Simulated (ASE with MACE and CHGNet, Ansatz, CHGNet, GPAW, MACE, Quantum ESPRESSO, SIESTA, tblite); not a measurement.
# Machine-learned potentials runs on random packing of 64AlN-36Al2O3 (mol %) (86 atoms)

How do the settings of machine-learned potentials change the result for random packing of 64AlN-36Al2O3 (mol %) (86 atoms)? A plane-wave run serves as the yardstick.

Main program and level: ASE with MACE and CHGNet; the method is named at each step.

## (1) Set-up

The cell holds 86 atoms: 38 Al, 18 N and 30 O. Its edges and angles: a = 9.738 Å, b = 9.738 Å, c = 9.738 Å, α = 90.0°, β = 90.0°, γ = 90.0°. 86 atoms (38 Al, 18 N, 30 O) packed at random in a cube at 3.16 g/cm³ and pushed apart as soft spheres, cations and anions kept from their own kind; a start for melting by ab initio MD, not an equilibrated structure. Then every atom was moved at random, 0.03 Å r.m.s. a Cartesian component.

The yardstick, on the same geometry:

* method: Kohn-Sham DFT, PBE, SSSP efficiency 1.3.0 pseudopotentials, plane waves (Quantum ESPRESSO 7.5); sssp-pbe-1.3.0-efficiency, cutoffs 60/480 Ry, Γ point
* r.m.s. force component: 1.792 eV/Å
* longest force: 6.267 eV/Å
* pressure: 4.931 GPa
* time: 6.1 min on 4 MPI ranks of Arm Neoverse V2, shared host
* CPU time: 25 min

## (2) MACE MP-0b2 small potential

Method: machine-learned interatomic potential MACE MP-0b2 small, trained on PBE(+U) plane-wave data.

The input, run.py:

```python
import numpy as np
from ase.io import read
import mlip  # loads the published weights by name

atoms = read("structure.xyz")
atoms.calc = mlip.calc("mace-mp-0b2-small")
energy = atoms.get_potential_energy()
forces = atoms.get_forces()
print(f"energy {energy:.6f} eV")
print("forces (eV/A)")
for i, (a, f) in enumerate(zip(atoms, forces)):
    print(f"{i:4d} {a.symbol:2s} {f[0]:10.5f} {f[1]:10.5f} {f[2]:10.5f}")
stress = -atoms.get_stress(voigt=False) * 160.21766
print("stress (GPa, compression positive)")
for row in stress:
    print(" ".join(f"{x:10.4f}" for x in row))
```

The input, structure.xyz:

```xyz
86
Lattice="9.73820 0.00000 0.00000 0.00000 9.73820 0.00000 0.00000 0.00000 9.73820" Properties=species:S:1:pos:R:3 pbc="T T T"
Al 9.64491 2.62191 2.62328
Al 0.44601 5.40519 4.59049
Al 8.71540 4.38482 7.35517
Al 8.26238 8.65745 5.15297
Al 5.53363 6.30996 6.65401
Al 4.56838 2.10209 5.04478
Al 0.48116 4.61951 0.46831
Al 2.80022 8.45285 3.49971
Al 2.26102 3.35510 6.95122
Al 2.73984 4.36018 3.32443
Al 7.30190 6.78626 3.93842
Al 8.26910 5.75722 1.46521
Al 7.18231 7.04403 8.43503
Al 6.79025 8.61753 2.31905
Al 1.96137 7.47680 1.20199
Al 6.47678 3.60099 1.01540
Al 8.29276 1.98727 7.81578
Al 2.06898 5.20906 8.45597
Al 6.29906 2.31195 3.34449
Al 4.28120 8.88017 1.58538
Al 1.18251 1.78530 9.11525
Al 1.86370 9.16472 9.10668
Al 4.05216 9.72418 7.38146
Al 6.48944 0.24657 7.32605
Al 2.16120 7.59940 7.22574
Al 6.23878 4.64356 8.50427
Al 8.67829 8.43708 0.25524
Al 5.93047 9.32559 4.59419
Al 4.77785 1.63650 1.55441
Al 8.63106 1.22604 4.34596
Al 1.71587 0.23751 1.93362
Al 9.46183 7.58060 7.08814
Al 7.70905 1.42226 0.31834
Al 1.90937 0.72102 6.41699
Al 7.54487 4.47246 3.36007
Al 2.89312 3.05575 0.80379
Al 9.13950 9.36270 2.52570
Al 3.84639 5.92336 1.85240
N 1.68159 3.59661 9.18264
N 4.44481 3.46417 3.67997
N 6.59997 2.79720 8.40514
N 4.81778 0.78626 3.70587
N 2.28409 7.31436 9.08827
N 3.31722 8.68949 5.77943
N 2.60808 0.93740 0.41193
N 7.89846 2.71482 1.82728
N 7.36724 0.68177 5.73044
N 3.29784 6.14812 7.25058
N 0.53482 8.68297 1.27337
N 5.29174 1.55996 6.63016
N 4.95022 4.49223 1.62803
N 4.63538 3.81913 6.36498
N 4.77873 7.94949 7.50825
N 4.44442 3.13726 9.42073
N 0.89221 6.57027 5.97351
N 6.67573 9.42453 9.36396
[... 26 atom lines left out ...]
O 9.41148 1.04023 1.16858
O 7.38730 7.55645 6.30558
O 0.49275 2.13257 5.09483
O 4.73471 5.34355 8.95340
```

Run with:

```console
> OMP_NUM_THREADS=1 python run.py > output.txt
```

Log:

```text
energy -489.318032 eV
forces (eV/A)
   0 Al    0.15415    0.16999    0.23862
   1 Al    0.50561   -0.85322    1.58463
   2 Al    0.27660    2.24718   -1.38092
   3 Al    0.59297    1.00136    1.38386
   4 Al   -1.80147    0.27540   -3.57860
   5 Al   -2.79412    0.38227    0.94229
   6 Al   -0.42681    2.25905    0.36620
   7 Al    0.81371   -2.42916    6.71356
   8 Al    0.89659   -0.06396   -2.27844
   9 Al    0.34635   -1.84885    2.11924
  10 Al   -2.86591   -0.81431    1.34519
  11 Al    0.96897    3.59949   -0.83992
  12 Al   -2.54252    1.54553    1.10229
  13 Al   -1.04083   -0.40408   -1.87684
  14 Al   -3.09506   -3.08422   -0.98193
  15 Al   -0.80491    1.18933   -0.70654
  16 Al    0.17610   -2.65947   -2.12658
  17 Al    1.84150    5.52800    0.84212
  18 Al    0.21753   -0.75983    1.09449
  19 Al    0.42807   -2.47581   -2.47317
  20 Al   -0.25241    0.86126   -0.62509
  21 Al    0.32880   -0.08752    1.22267
  22 Al    1.50747   -0.47416    0.12785
  23 Al    2.14235   -0.65780    1.32366
[...]
78 O     0.38449    2.68463   -2.80239
  79 O    -0.65474    1.05863    0.36786
  80 O     0.49427   -3.77516    3.78436
  81 O    -1.94839   -0.49976    3.27613
  82 O    -0.06348    1.67750   -0.27903
  83 O     3.22481    1.05182    1.80069
  84 O    -1.56183   -1.91978   -1.54468
  85 O     1.62984    0.97329   -1.08192
stress (GPa, compression positive)
    1.0181    -2.2069    -2.2514
   -2.2069     2.9971    -1.4947
   -2.2514    -1.4947     2.2258
```

Elapsed: 8.6 s, on 1 thread of Arm Neoverse V2, shared host; peak memory 0.66 GiB.

Banners, paths, timers and routine set-up lines are dropped from the logs unmarked, and long logs keep their key lines alone; longer cuts are marked.

Against the reference:

```
r.m.s. force component                  : 1.744 eV/Å
r.m.s. difference of force components   : 415.8 meV/Å
longest difference of force vectors     : 1539 meV/Å
force difference over r.m.s. force      : 23.2 %
slope of forces against the reference's : 0.9462
correlation of force components         : 0.9727
pressure                                : 2.08 GPa
pressure difference                     : -2.85 GPa
```

Length of the force difference by element (eV/Å):

| element | atoms | mean | most |
| --- | --- | --- | --- |
| Al | 38 | 0.61 | 1.1 |
| N | 18 | 0.68 | 1.1 |
| O | 30 | 0.71 | 1.5 |

Local excerpt of 9 atoms (numbers count through the whole input) about Al8, which bears the longest force; x, y, z are measured from there.

| atom | x | y | z | distance (Å) | Fx | Fy | Fz (eV/Å) |
| --- | --- | --- | --- | --- | --- | --- | --- |
| Al8 | 0.00 | 0.00 | 0.00 | 0.00 | 0.81 | -2.43 | 6.71 |
| O62 | 0.13 | -1.84 | 1.33 | 2.27 | -0.83 | 0.36 | -2.47 |
| N44 | 0.52 | 0.24 | 2.28 | 2.35 | -0.62 | 0.79 | 1.06 |
| Al31 | -1.08 | 1.52 | -1.57 | 2.44 | 0.04 | 2.69 | 0.31 |
| Al20 | 1.48 | 0.43 | -1.91 | 2.46 | 0.43 | -2.48 | -2.47 |
| Al15 | -0.84 | -0.98 | -2.30 | 2.63 | -3.10 | -3.08 | -0.98 |
| O76 | -2.19 | 1.51 | 0.27 | 2.67 | -0.55 | -0.48 | -2.74 |
| O75 | 2.14 | -1.22 | -1.03 | 2.67 | -0.47 | 2.51 | -0.76 |
| O66 | 0.01 | 2.37 | 1.33 | 2.72 | 0.00 | 0.93 | 2.43 |

Atoms are counted from 1 here, from 0 in the log.

Forces lie 23 % from the reference's, at 0.0042 times its CPU time (on 1 against 4 cores).

## (3) CHGNet 0.3.0 potential

Method: machine-learned interatomic potential CHGNet 0.3.0, trained on PBE(+U) plane-wave data.

Edit run.py of step 2 so:

```diff
@@ -5,3 +5,3 @@
 atoms = read("structure.xyz")
-atoms.calc = mlip.calc("mace-mp-0b2-small")
+atoms.calc = mlip.calc("chgnet-0.3.0")
 energy = atoms.get_potential_energy()
```

structure.xyz is that of step 2.

Log:

```text
CHGNet v0.3.0 initialized with 412,525 parameters
CHGNet will run on cpu
energy -516.188171 eV
forces (eV/A)
   0 Al   -0.27178    0.02034   -0.51887
   1 Al    0.05595   -1.61705    2.08507
   2 Al   -0.35964    2.13043   -2.21481
   3 Al    0.56145    1.12110    2.37396
   4 Al   -1.72719    0.30073   -2.98426
   5 Al   -2.36144    1.22446    1.00042
   6 Al   -0.43237    2.29214    1.03129
   7 Al    1.07847   -1.85035    6.31659
   8 Al    0.52653   -0.79545   -2.32559
   9 Al   -0.39328   -1.87543    1.96749
  10 Al   -2.28258   -0.63835    1.01941
  11 Al    1.14140    3.91749   -1.03980
  12 Al   -3.05413    2.34715    1.68096
  13 Al   -1.14555   -0.59694   -2.10656
  14 Al   -3.22446   -2.99284   -1.58063
  15 Al   -0.50071    1.08017   -1.48265
  16 Al    0.89629   -2.49586   -2.44358
  17 Al    2.05340    5.21282    1.08341
  18 Al   -0.61744   -0.16927    0.92172
  19 Al    1.60409   -1.53266   -2.27244
  20 Al   -0.23251    0.73757   -0.77835
  21 Al    0.22443   -0.90411    1.55283
  22 Al    1.32783   -0.03594    0.53021
  23 Al    1.36022   -0.45924    2.21787
[...]
78 O     0.13813    3.00318   -3.10941
  79 O    -0.19868    1.05685    0.37267
  80 O     0.95356   -3.65360    2.80292
  81 O    -2.76502    0.09592    3.64110
  82 O     0.09079    1.31861    0.13396
  83 O     2.76923    0.64248    1.77955
  84 O    -1.76232   -2.44300   -1.21687
  85 O     1.46962   -0.24871   -1.12470
stress (GPa, compression positive)
   -3.5774    -2.0464    -1.7501
   -2.0464     0.3231    -0.6317
   -1.7501    -0.6317    -0.4119
```

It took 4.2 s on 1 thread; peak memory 1.6 GiB.

Against the reference:

```yaml
r_m_s_force_component: 1.83 eV/Å
r_m_s_difference_of_force_components: 505.2 meV/Å
longest_difference_of_force_vectors: 1953 meV/Å
force_difference_over_r_m_s_force: 28.18 %
slope_of_forces_against_the_reference_s: 0.9817
correlation_of_force_components: 0.9613
pressure: -1.222 GPa
pressure_difference: -6.153 GPa
```

Against the first run (23 %), the force difference from the reference is 28 %, at 0.62 times the CPU time.

## (4) MACE MPA-0 medium potential

Method: machine-learned interatomic potential MACE MPA-0 medium, trained on PBE(+U) plane-wave data.

Edit run.py of step 3 so:

```diff
@@ -5,3 +5,3 @@
 atoms = read("structure.xyz")
-atoms.calc = mlip.calc("chgnet-0.3.0")
+atoms.calc = mlip.calc("mace-mpa-0-medium")
 energy = atoms.get_potential_energy()
```

structure.xyz is that of step 3.

Log:

```text
energy -474.478868 eV
forces (eV/A)
   0 Al    0.10460    0.33021    0.12443
   1 Al   -0.28896   -1.01272    1.41673
   2 Al   -0.33252    2.36143   -2.30547
   3 Al    0.71720    1.08526    1.15299
   4 Al   -2.60908    0.27613   -2.76317
   5 Al   -2.42453    1.18255    0.90507
   6 Al   -0.02272    1.84277    0.25679
   7 Al    1.12100   -1.99483    6.34166
   8 Al    0.97656   -0.51459   -2.33611
   9 Al    0.17320   -2.01032    1.91506
  10 Al   -2.40578   -0.52257    0.90970
  11 Al    0.52093    3.42850    0.02261
  12 Al   -2.71642    2.13165    1.61603
  13 Al   -0.66954   -0.71824   -1.67978
  14 Al   -3.36895   -3.04802   -1.17595
  15 Al   -0.54961    1.27661   -1.19178
  16 Al    0.53573   -2.64559   -2.76858
  17 Al    2.21755    5.18908    0.97257
  18 Al   -0.22858   -1.05252    0.95928
  19 Al    0.01774   -2.29576   -2.51715
  20 Al   -0.70282    0.50564   -0.75389
  21 Al    0.47895   -0.59203    0.95884
  22 Al    1.19338   -0.48064    0.20596
  23 Al    1.46367   -0.51939    2.16102
[...]
78 O     0.49818    2.90443   -2.48492
  79 O    -0.71128    0.95476    0.02209
  80 O     0.73303   -3.45756    3.69241
  81 O    -1.64662   -0.69927    3.57100
  82 O     0.41445    1.86442   -0.69075
  83 O     3.28750    0.82340    1.54746
  84 O    -0.99241   -1.86918   -0.97037
  85 O     0.59487    0.15704   -0.52224
stress (GPa, compression positive)
    4.2958    -1.5785    -1.9058
   -1.5785     7.7992    -0.7331
   -1.9058    -0.7331     4.5412
```

Run time: 7.5 s. Hardware: 1 thread; peak memory 1.2 GiB.

Against the reference:

* r.m.s. force component: 1.74 eV/Å
* r.m.s. difference of force components: 343 meV/Å
* longest difference of force vectors: 1223 meV/Å
* force difference over r.m.s. force: 19.13 %
* slope of forces against the reference's: 0.9531
* correlation of force components: 0.9816
* pressure: 5.545 GPa
* pressure difference: 0.6147 GPa

Against the first run (23 %), the force difference from the reference is 19 %, at 1.2 times the CPU time.

## (5) All runs compared

Differences are against the plane-wave reference, forces as r.m.s. over components; share is that over the reference's r.m.s. force, slope the least-squares factor from reference forces to these. Total energies of different programs have different zeros and aren't compared.

| run | Δ force, r.m.s. (meV/Å) | share (%) | slope | Δ pressure (GPa) | cores | CPU time | memory (GiB) |
| --- | --- | --- | --- | --- | --- | --- | --- |
| reference | - | - | - | - | 4 | 25 min | 3.3 |
| MACE MP-0b2 small potential | 416 | 23.2 | 0.946 | -2.85 | 1 | 6.2 s | 0.66 |
| CHGNet 0.3.0 potential | 505 | 28.2 | 0.982 | -6.15 | 1 | 3.9 s | 1.6 |
| MACE MPA-0 medium potential | 343 | 19.1 | 0.953 | 0.615 | 1 | 7.5 s | 1.2 |

Times of the machine-learned potentials are mostly Python's start and the loading of weights.

CPU time is summed over cores on a shared host, where runs went side by side, so it is rough. Symmetry, cutoffs, thresholds, outputs and thread counts weren't matched or tuned between programs; memory under MPI is the largest rank's times the ranks.

## (6) Summary of results

```
nearest in forces : MACE MPA-0 medium potential, 19 %
its CPU time      : 7.5 s
```

What this shows: Machine-learned potentials differ by 19 % (MACE MPA-0 medium potential) to 28 % (CHGNet 0.3.0 potential); they were trained on other programs' data. The reference's pressure holds the uncorrected Pulay stress of its 60 Ry basis, so small pressure differences, and their order, may be the reference's own error. Machine-learned potentials mimic data converged in k, so the reference's own k-point error enters their differences. The reference's stress is far from hydrostatic: its diagonal is 3.1, 8.3, 3.4 GPa, compression counted positive. The reference's pressure of 4.9 GPa belongs to a cell and atoms that aren't relaxed at this level. The electronic-structure runs sample only Γ, in a cell whose shortest periodic width is 10 Å, which is coarse for a cell with partly filled levels.

[Also dropped from logs without a mark: logging warnings of Python, and SIESTA's first energy breakdown and zero terms.]

[Logs are printed without paths, hosts, clocks, repeated set-up lines and the standing remarks that a program may print on its own settings, such as how far it seeks lower states.]

[Hosts, paths, dates, database ids (printed as entryN), source tags and the programs' standing remarks are cut or masked in the printed files.]
